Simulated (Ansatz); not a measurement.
# How Ba(110) screens a field

Aim: image plane and induced charge of Ba(110).

Main program and level: Ansatz 0.2.0; plane-wave DFT, PBE, Ansatz PAW.

## Step 1: The starting structure

The cell holds 9 atoms: 9 Ba. Cell: a = 4.347 Å, b = 4.347 Å, c = 46.397 Å, α = 90.0°, β = 90.0°, γ = 70.5°. Vacuum lies along c.

## Step 2: Single point, field 0

A sawtooth potential applies the field, turning back in the middle of the vacuum. With the dipole correction the typed value is the field outside the slab. The induced dipole is small, so the SCF threshold is tight.

File input.yaml:

```yaml
crystal:
  lattice:
    - [3.5496760416, -2.51, 0.0]
    - [3.5496760416, 2.51, 0.0]
    - [0.0, 0.0, 46.3974083325]
  atoms:
    - { symbol: Ba, position: [0.0, 0.0, 0.1939763518] }
    - { symbol: Ba, position: [0.5, 0.5, 0.2704822638] }
    - { symbol: Ba, position: [0.0, 0.0, 0.3469881759] }
    - { symbol: Ba, position: [0.5, 0.5, 0.4234940879] }
    - { symbol: Ba, position: [0.0, 0.0, 0.5] }
    - { symbol: Ba, position: [0.5, 0.5, 0.5765059121] }
    - { symbol: Ba, position: [0.0, 0.0, 0.6530118241] }
    - { symbol: Ba, position: [0.5, 0.5, 0.7295177362] }
    - { symbol: Ba, position: [0.0, 0.0, 0.8060236482] }
kpoints:
  mp_grid: { grid: [12, 12, 1] }
hamiltonian:
  xc: pbe
scf:
  occupations: { method: fermi_dirac, width: 0.1 }
  convergence: { dr2_threshold: 1.0e-10 }
efield:
  axis: 3
  dipole_correction: true
  ramp_position: 0.97
  ramp_width: 0.06
  amplitude: 0
output:
  forces: true
  write_potential: true
  write_density: true
  volumetric_format: npy
```

Launch:

```console
$ ansatz run input.yaml --threads 4 --pin off --max-ram 6144MiB --backend cpu --events-out ev --progress --plain --runs-dir out
```

The program printed:

```text
Engine: ansatz 0.2.0, aarch64-unknown-linux-gnu
Pseudopotentials: kind: paw
Pseudopotential: Ba, paw, valence charge 10, recommended cutoff 420 eV (normal), Ba.paw.azcp
Functional definition: PBE
  parameter kappa = 0.804
  parameter beta = 0.066725
  exchange = pbe_x(kappa = kappa, mu = beta*pi^2/3)
  correlation = pbe_c(beta = beta)
Crystal: 9 atoms, lattice volume = 826.773 Å³
Basis set: ecut = 420 eV, 16201 PW (Γ), exchange–correlation on 60×60×640 points (8 copies of the dense FFT grid, shifted against one another)
Bands: 54, of which v1, the nominal top of the filled ones, is band 45 counted from 1 (44 counted from 0)
Symmetry: 4 space group operations
k-points: 43 of 144
Non-local potential: Ba, projectors of the file, l = 0: 3, l = 1: 2, l = 2: 2, l = 3: 2
PAW form: soft (Blöchl's): semilocal exchange-correlation on the pseudo side does not see the compensation charge
PAW one-centre angular grid: Ba, 194 points (default); XC on 64 Gauss nodes
Initial density: superposition of atomic densities (neutral atoms: chi_scale 0, normalization atom), corrected by the library's trained network
Initial wavefunctions: pseudopotential atomic-orbital guess
Functional: x = pbe(κ = 0.804, μ = 0.219515), c = pbe(β = 0.066725)
SCF iter   1: F=—  HF=-53545.360943 eV  |F-HF|=—  |Δ(HF+E_count)|=         —  Δρ=1.09e-3  dr2=5.34e-1  ethr=1.77e-3  p=0.000 e·Å  D=3.57e-14 V/Å  ΔV_dip=-0.00 eV  dr2_dipole=2.30e-8  V_vac-E_F(+/−)=2.62/2.62 eV  ⟨swp⟩=16.8  Hψ=39388  notcnv=0
efield: sawtooth ramp at fractional position 0.9700 (set: `efield.ramp_position`, or a place that a band, a saddle search or an elastic batch's reference lends), width 0.0600; the density the first Hamiltonian is built on has a dipole p = 0.000 e·Å; the dipole correction subtracts the counter field D = 3.57e-14 V/Å, which shifts the + side's vacuum level by -0.00 eV against the − side's; the planar-averaged density in the ramp window peaks in size at 3.7e-5 e/Å³
automatic band count: the SCF goes on with 63 bands, as 54 were too few: the levels above may hold too much charge
preconditioner: auto → LDOS  [metal: Δε(μ)=0.001 eV  Ē_g=1.589 eV  σ=0.100 eV  W_gap=0.00  n_scr=112 (ndim 8)  ℏωp=5.5 eV  f_vac=0.280  D(μ)=12.13/eV (n_scr^D=60)  β→1.0]
SCF iter   2: F=—  HF=-53545.356653 eV  |F-HF|=—  |Δ(HF+E_count)|=   4.29e-3  Δρ=3.40e-4  dr2=6.74e-3  ethr=5.93e-4  p=-0.000 e·Å  D=-5.40e-7 V/Å  ΔV_dip=0.00 eV  dr2_dipole=9.17e-9  V_vac-E_F(+/−)=2.50/2.50 eV  ⟨swp⟩=1.3  Hψ=3176  notcnv=0
SCF iter   3: F=—  HF=-53545.357729 eV  |F-HF|=—  |Δ(HF+E_count)|=   1.08e-3  Δρ=1.35e-4  dr2=5.96e-4  ethr=7.49e-6  p=-0.000 e·Å  D=-2.28e-7 V/Å  ΔV_dip=0.00 eV  dr2_dipole=1.85e-10  V_vac-E_F(+/−)=2.46/2.46 eV  ⟨swp⟩=2.8  Hψ=4799  notcnv=0
SCF iter   4: F=—  HF=-53545.357788 eV  |F-HF|=—  |Δ(HF+E_count)|=   5.92e-5  Δρ=6.52e-5  dr2=1.70e-4  ethr=6.63e-7  p=-0.000 e·Å  D=-4.99e-7 V/Å  ΔV_dip=0.00 eV  dr2_dipole=7.26e-10  V_vac-E_F(+/−)=2.45/2.45 eV  ⟨swp⟩=2.0  Hψ=4419  notcnv=0
SCF iter   5: F=—  HF=-53545.357785 eV  |F-HF|=—  |Δ(HF+E_count)|=   3.24e-6  Δρ=1.51e-5  dr2=9.07e-6  ethr=1.89e-7  p=-0.000 e·Å  D=-6.82e-8 V/Å  ΔV_dip=0.00 eV  dr2_dipole=1.85e-12  V_vac-E_F(+/−)=2.45/2.45 eV  ⟨swp⟩=2.4  Hψ=4521  notcnv=0
SCF iter   6: F=—  HF=-53545.357795 eV  |F-HF|=—  |Δ(HF+E_count)|=   1.01e-5  Δρ=4.96e-6  dr2=7.44e-7  ethr=1.01e-8  p=-0.000 e·Å  D=-6.59e-8 V/Å  ΔV_dip=0.00 eV  dr2_dipole=9.86e-13  V_vac-E_F(+/−)=2.44/2.44 eV  ⟨swp⟩=2.0  Hψ=3208  notcnv=0
SCF iter   7: F=—  HF=-53545.357767 eV  |F-HF|=—  |Δ(HF+E_count)|=   2.80e-5  Δρ=1.29e-6  dr2=3.84e-8  ethr=8.27e-10  p=0.000 e·Å  D=1.73e-8 V/Å  ΔV_dip=-0.00 eV  dr2_dipole=6.36e-13  V_vac-E_F(+/−)=2.44/2.44 eV  ⟨swp⟩=2.4  Hψ=4796  notcnv=0
SCF iter   8: F=—  HF=-53545.357767 eV  |F-HF|=—  |Δ(HF+E_count)|=   7.23e-9  Δρ=4.87e-7  dr2=8.47e-9  ethr=4.27e-11  p=-0.000 e·Å  D=-1.45e-8 V/Å  ΔV_dip=0.00 eV  dr2_dipole=1.56e-14  V_vac-E_F(+/−)=2.44/2.44 eV  ⟨swp⟩=2.5  Hψ=4864  notcnv=0
SCF iter   9: F=—  HF=-53545.357767 eV  |F-HF|=—  |Δ(HF+E_count)|=  1.46e-11  Δρ=1.61e-7  dr2=1.62e-9  ethr=9.41e-12  p=-0.000 e·Å  D=-1.11e-9 V/Å  ΔV_dip=0.00 eV  dr2_dipole=1.40e-14  V_vac-E_F(+/−)=2.44/2.44 eV  ⟨swp⟩=2.1  Hψ=3995  notcnv=0
SCF iter  10: F=—  HF=-53545.357767 eV  |F-HF|=—  |Δ(HF+E_count)|=  6.84e-10  Δρ=5.74e-8  dr2=2.45e-10  ethr=1.80e-12  p=-0.000 e·Å  D=-1.58e-10 V/Å  ΔV_dip=0.00 eV  dr2_dipole=3.87e-16  V_vac-E_F(+/−)=2.44/2.44 eV  ⟨swp⟩=2.1  Hψ=3545  notcnv=0
SCF iter  11: F=-53545.357767 eV  HF=-53545.357767 eV  |F-HF|=7.28e-11  |Δ(HF+E_count)|=  2.98e-10  Δρ=1.10e-8  dr2=2.44e-12  ethr=1.00e-12  p=0.000 e·Å  D=4.05e-10 V/Å  ΔV_dip=-0.00 eV  dr2_dipole=1.77e-15  V_vac-E_F(+/−)=2.44/2.44 eV  ⟨swp⟩=10.0  Hψ=14945  notcnv=0
SCF 1 converged in 11 iterations: F = -53545.357767 eV  dr2 = 2.44e-12
  greatest PAW one-centre occupation: 0.959 electrons in one spin orbital (limit 2), on the Ba atom at site 8 (counted from 0), in its partial waves of l = 0
WARN: The output density's exchange-correlation potential varies sharply where the density is thin. Do not read a vacuum level from v_tot or v_xc, or from such a field of the output density. On a cell that repeats whose density bears no net charge and no dipole along the vacuum's axis use v_es (v_loc + v_h of the components); under efield.dipole_correction with no amplitude use v_es + v_field, which holds any externa [...]
SCF converged after 11 iterations
Free energy (F): -53545.357767 eV
Harris-Foulkes:  -53545.357767 eV  (|F-HF|=7.28e-11)
Internal energy: -53544.933461 eV  (E = F + TS)
E sigma→0 (E₀):  -53545.145614 eV
Entropy (-TS):   -0.424306 eV (-47.145 meV/atom)
Fermi energy:    3.309979 eV
Dipole field:    D = -0.000000 V/Å  (p = -0.000000 e·Å, saw-weighted, corrected)
Work function:   Φ+ = 2.4394 eV   Φ− = 2.4394 eV
Levels:          The Fermi level and band energies are counted from a zero that moves with the ramp; work functions are not
--- Per-component energies (eV) ---
  E_band       = -998.234407
  E_kinetic    = 1496.404878
  E_local      = -34869.232509  (includes V_loc(G=0)·N_el)
  E_nonlocal   = 513.765193
  E_hartree    = 16691.617768
  E_xc         = -1497.385830
  E_vxc        = -1200.547032  (∫ρ·V_xc dr)
  E_paw        = -47032.386026  (= ΣΔE_a)
  E_vpaw       = -321.860544  (= ΣTr[D̂ρ^β])
  E_aug_tail   = -0.000016  (compensation charges beyond the density's cutoff)
  E_efield     = 0.000000  (sawtooth field / dipole correction)
  E_vefield    = 0.000000  (∫n·V_field dr)
  E_ewald      = 11152.283081
  E_smearing   = -0.424306  (= −TS)
  E_closure    = 0.000000  (closes the sum)
  Σ components = -53545.357767   (vs F -53545.357767, Δ=0.00e0)
--- Forces (eV/Å), atoms counted from 1 ---
  atom   1  Ba     0.00000000     0.00000000     0.05593374
  atom   2  Ba     0.00000000     0.00000000    -0.06594528
  atom   3  Ba     0.00000000     0.00000000     0.00937508
  atom   4  Ba     0.00000000     0.00000000    -0.00202497
  atom   5  Ba     0.00000000     0.00000000     0.00000001
  atom   6  Ba     0.00000000     0.00000000     0.00202496
  atom   7  Ba     0.00000000     0.00000000    -0.00937510
  atom   8  Ba     0.00000000     0.00000000     0.06594530
  atom   9  Ba     0.00000000     0.00000000    -0.05593374
  max |Σ_I F_I| component: 7.11e-9 eV/Å
--- Band table (eV; the first three rows and the last of 43) ---
  k-point 0: bands = [... 41 lower, 1.8070, 2.0890, 2.2844, 2.3867, 3.7389, 3.7414, 4.0011, 4.0297, ... 14 higher]
  k-point 1: bands = [... 41 lower, 1.8942, 2.1800, 2.3800, 2.4847, 3.7558, 3.7584, 4.0007, 4.0262, ... 14 higher]
  k-point 2: bands = [... 41 lower, 2.1258, 2.4212, 2.6383, 2.7548, 3.7723, 3.7735, 3.9488, 3.9671, ... 14 higher]
  k-point 42: bands = [... 41 lower, 2.8307, 2.8787, 2.9062, 2.9305, 3.0262, 3.0332, 3.0337, 3.2303, ... 14 higher]
```

Elapsed: 99 s, on 4 threads of Arm Neoverse V2, shared host; peak memory 2.5 GiB.

Reading the cycles: dr2 is the Hartree energy of the density residual (eV), the measure of convergence; HF is the Harris–Foulkes estimate of the energy, which meets the free energy F at convergence.

Read from the output:

* energy at zero smearing: -53545.1456 eV
* work function, upper face: 2.439 eV
* dipole along the normal: -1.25e-7 e·Å

Running mean over 3.55 Å of the planar mean; the ramp of the sawtooth is left out. The electron's electrostatic potential energy less the Fermi level by z:

z (Å), electron's electrostatic potential energy less the Fermi level (eV) and a bar from the least value:
```
        4       2.42 ##############################
        5       2.34 ##############################
        6       1.95 ###########################
        7       0.03 #################
        8      -2.61 ###
        9      -3.15 
       10      -2.99 #
       11      -2.90 #
       12      -2.89 #
       13      -2.91 #
       14      -2.93 #
       15      -2.93 #
       16      -2.93 #
       17      -2.92 #
       18      -2.92 #
       19      -2.92 #
       20      -2.92 #
       21      -2.92 #
       22      -2.92 #
       23      -2.92 #
       24      -2.92 #
       25      -2.92 #
       26      -2.92 #
       27      -2.92 #
       28      -2.92 #
       29      -2.92 #
       30      -2.92 #
       31      -2.93 #
       32      -2.93 #
       33      -2.92 #
       34      -2.90 #
       35      -2.90 #
       36      -2.94 #
       37      -3.10 
       38      -3.03 #
       39      -1.17 ###########
       40       1.48 #########################
       41       2.25 #############################
       42       2.41 ##############################
```

Force by atom:

```
atom  x (eV/Å)  y (eV/Å)  z (eV/Å)    size
 Ba1    0.0000    0.0000    0.0559  0.0559
 Ba2    0.0000    0.0000   -0.0659  0.0659
 Ba3    0.0000    0.0000    0.0094  0.0094
 Ba4    0.0000    0.0000   -0.0020  0.0020
 Ba5    0.0000    0.0000    0.0000  0.0000
 Ba6    0.0000    0.0000    0.0020  0.0020
 Ba7    0.0000    0.0000   -0.0094  0.0094
 Ba8    0.0000    0.0000    0.0659  0.0659
 Ba9    0.0000    0.0000   -0.0559  0.0559
```

The work function of the upper face is 2.44 eV.

## Step 3: Single point, field 0.03 V/Å

input.yaml, as its differences from that of step 2:

```diff
@@ -27,3 +27,3 @@
   ramp_width: 0.06
-  amplitude: 0
+  amplitude: 0.03
 output:
```

The program printed:

```text
[...]
Crystal: 9 atoms, lattice volume = 826.773 Å³
Basis set: ecut = 420 eV, 16201 PW (Γ), exchange–correlation on 60×60×640 points (8 copies of the dense FFT grid, shifted against one another)
Bands: 54, of which v1, the nominal top of the filled ones, is band 45 counted from 1 (44 counted from 0)
Symmetry: 4 space group operations
k-points: 43 of 144
[...]
k-point 0: bands = [... 41 lower, 1.8069, 2.0889, 2.2842, 2.3865, 3.7236, 3.7563, 4.0010, 4.0295, ... 14 higher]
  k-point 1: bands = [... 41 lower, 1.8941, 2.1798, 2.3798, 2.4845, 3.7417, 3.7720, 4.0006, 4.0260, ... 14 higher]
  k-point 2: bands = [... 41 lower, 2.1256, 2.4210, 2.6382, 2.7546, 3.7621, 3.7831, 3.9486, 3.9670, ... 14 higher]
  k-point 42: bands = [... 41 lower, 2.8305, 2.8786, 2.9060, 2.9304, 3.0260, 3.0330, 3.0336, 3.2301, ... 14 higher]
[key lines of the parts left out:]
SCF converged after 13 iterations
Free energy (F): -53545.359284 eV
Fermi energy:    3.309822 eV
Dipole field:    D = 0.022134 V/Å  (p = 0.101133 e·Å, saw-weighted, corrected)
```

Run time: 2 min. Hardware: 4 threads; peak memory 2.5 GiB.

The dipole is 0.101 e·Å.

## Step 4: Single point, field -0.03 V/Å

input.yaml, as its differences from that of step 3:

```diff
@@ -27,3 +27,3 @@
   ramp_width: 0.06
-  amplitude: 0.03
+  amplitude: -0.03
 output:
```

The program printed:

```text
[...]
Crystal: 9 atoms, lattice volume = 826.773 Å³
Basis set: ecut = 420 eV, 16201 PW (Γ), exchange–correlation on 60×60×640 points (8 copies of the dense FFT grid, shifted against one another)
Bands: 54, of which v1, the nominal top of the filled ones, is band 45 counted from 1 (44 counted from 0)
Symmetry: 4 space group operations
k-points: 43 of 144
[...]
k-point 0: bands = [... 41 lower, 1.8069, 2.0889, 2.2842, 2.3865, 3.7236, 3.7563, 4.0010, 4.0295, ... 14 higher]
  k-point 1: bands = [... 41 lower, 1.8941, 2.1798, 2.3798, 2.4845, 3.7417, 3.7720, 4.0006, 4.0260, ... 14 higher]
  k-point 2: bands = [... 41 lower, 2.1256, 2.4210, 2.6382, 2.7546, 3.7621, 3.7831, 3.9486, 3.9670, ... 14 higher]
  k-point 42: bands = [... 41 lower, 2.8305, 2.8786, 2.9060, 2.9304, 3.0260, 3.0330, 3.0336, 3.2301, ... 14 higher]
[key lines of the parts left out:]
SCF converged after 13 iterations
Free energy (F): -53545.359284 eV
Fermi energy:    3.309822 eV
Dipole field:    D = -0.022135 V/Å  (p = -0.101134 e·Å, saw-weighted, corrected)
```

The job ended after 2 min (4 threads; peak memory 2.5 GiB; 7.8 min of CPU time).

The dipole is -0.101 e·Å.

## Step 5: Single point, field 0.1 V/Å

input.yaml, as its differences from that of step 4:

```diff
@@ -27,3 +27,3 @@
   ramp_width: 0.06
-  amplitude: -0.03
+  amplitude: 0.1
 output:
```

The program printed:

```text
[...]
Crystal: 9 atoms, lattice volume = 826.773 Å³
Basis set: ecut = 420 eV, 16201 PW (Γ), exchange–correlation on 60×60×640 points (8 copies of the dense FFT grid, shifted against one another)
Bands: 54, of which v1, the nominal top of the filled ones, is band 45 counted from 1 (44 counted from 0)
Symmetry: 4 space group operations
k-points: 43 of 144
[...]
k-point 0: bands = [... 41 lower, 1.8053, 2.0873, 2.2827, 2.3849, 3.6833, 3.7922, 3.9994, 4.0279, ... 14 higher]
  k-point 1: bands = [... 41 lower, 1.8925, 2.1783, 2.3782, 2.4829, 3.7043, 3.8051, 3.9990, 4.0244, ... 14 higher]
  k-point 2: bands = [... 41 lower, 2.1241, 2.4195, 2.6366, 2.7530, 3.7351, 3.8049, 3.9470, 3.9653, ... 14 higher]
  k-point 42: bands = [... 41 lower, 2.8290, 2.8770, 2.9044, 2.9288, 3.0245, 3.0314, 3.0320, 3.2286, ... 14 higher]
[key lines of the parts left out:]
SCF converged after 14 iterations
Free energy (F): -53545.374624 eV
Fermi energy:    3.308211 eV
Dipole field:    D = 0.073799 V/Å  (p = 0.337188 e·Å, saw-weighted, corrected)
```

Elapsed: 2 min, on 4 threads; peak memory 2.5 GiB.

The dipole is 0.337 e·Å.

## Step 6: Atoms held, field -0.1 V/Å

input.yaml, as its differences from that of step 5:

```diff
@@ -27,3 +27,3 @@
   ramp_width: 0.06
-  amplitude: 0.1
+  amplitude: -0.1
 output:
```

The program printed:

```text
[...]
Crystal: 9 atoms, lattice volume = 826.773 Å³
Basis set: ecut = 420 eV, 16201 PW (Γ), exchange–correlation on 60×60×640 points (8 copies of the dense FFT grid, shifted against one another)
Bands: 54, of which v1, the nominal top of the filled ones, is band 45 counted from 1 (44 counted from 0)
Symmetry: 4 space group operations
k-points: 43 of 144
[...]
k-point 0: bands = [... 41 lower, 1.8053, 2.0873, 2.2827, 2.3849, 3.6833, 3.7922, 3.9994, 4.0279, ... 14 higher]
  k-point 1: bands = [... 41 lower, 1.8925, 2.1783, 2.3782, 2.4829, 3.7043, 3.8051, 3.9990, 4.0244, ... 14 higher]
  k-point 2: bands = [... 41 lower, 2.1241, 2.4195, 2.6366, 2.7530, 3.7351, 3.8049, 3.9470, 3.9653, ... 14 higher]
  k-point 42: bands = [... 41 lower, 2.8290, 2.8770, 2.9044, 2.9288, 3.0245, 3.0314, 3.0320, 3.2286, ... 14 higher]
[key lines of the parts left out:]
SCF converged after 14 iterations
Free energy (F): -53545.374624 eV
Fermi energy:    3.308211 eV
Dipole field:    D = -0.073799 V/Å  (p = -0.337189 e·Å, saw-weighted, corrected)
```

Run time: 2 min. Hardware: 4 threads; peak memory 2.5 GiB.

The dipole is -0.337 e·Å.

## Step 7: Single point, field 0.15 V/Å

input.yaml, as its differences from that of step 6:

```diff
@@ -27,3 +27,3 @@
   ramp_width: 0.06
-  amplitude: -0.1
+  amplitude: 0.15
 output:
@@ -33 +33,2 @@
   volumetric_format: npy
+  elf: true
```

The program printed:

```text
[...]
Crystal: 9 atoms, lattice volume = 826.773 Å³
Basis set: ecut = 420 eV, 16201 PW (Γ), exchange–correlation on 60×60×640 points (8 copies of the dense FFT grid, shifted against one another)
Bands: 54, of which v1, the nominal top of the filled ones, is band 45 counted from 1 (44 counted from 0)
Symmetry: 4 space group operations
k-points: 43 of 144
[...]
k-point 0: bands = [... 41 lower, 1.8032, 2.0851, 2.2804, 2.3827, 3.6530, 3.8164, 3.9971, 4.0257, ... 14 higher]
  k-point 1: bands = [... 41 lower, 1.8904, 2.1761, 2.3760, 2.4807, 3.6760, 3.8272, 3.9967, 4.0222, ... 14 higher]
  k-point 2: bands = [... 41 lower, 2.1220, 2.4173, 2.6344, 2.7508, 3.7142, 3.8185, 3.9448, 3.9630, ... 14 higher]
  k-point 42: bands = [... 41 lower, 2.8268, 2.8748, 2.9022, 2.9266, 3.0223, 3.0292, 3.0298, 3.2264, ... 14 higher]
[key lines of the parts left out:]
SCF converged after 15 iterations
Free energy (F): -53545.395703 eV
Fermi energy:    3.305956 eV
Dipole field:    D = 0.110743 V/Å  (p = 0.505988 e·Å, saw-weighted, corrected)
```

It took 2 min on 4 threads; peak memory 2.5 GiB.

Running mean over 3.55 Å of the planar mean, with the applied field; the ramp of the sawtooth is left out. Table of electron's electrostatic potential energy less the Fermi level by z:

```
z (Å)  electron's electrostatic potential energy less the Fermi level (eV)
    4                                                                 2.12
    6                                                                 1.88
    8                                                                -2.60
   10                                                                -2.99
   12                                                                -2.89
   14                                                                -2.93
   16                                                                -2.93
   18                                                                -2.92
   20                                                                -2.92
   22                                                                -2.92
   24                                                                -2.92
   26                                                                -2.92
   28                                                                -2.92
   30                                                                -2.92
   32                                                                -2.93
   34                                                                -2.90
   36                                                                -2.94
   38                                                                -3.04
   40                                                                 1.53
   42                                                                 2.68
```

The dipole is 0.506 e·Å.

(Continued in part 2 of 2.)

[Long decimals in the printed logs are rounded to 6 places.]

[Logs are printed without paths, hosts, clocks, repeated set-up lines and the standing remarks that a program may print on its own settings, such as how far it seeks lower states.]

[Hosts, paths, dates, database ids (printed as entryN), source tags and the programs' standing remarks are cut or masked in the printed files.]

[Maps of the electrostatic potential energy from Ansatz leave out the sawtooth potential of an applied field or a dipole correction, so their vacuum need not be flat; planar profiles and work functions include it.]
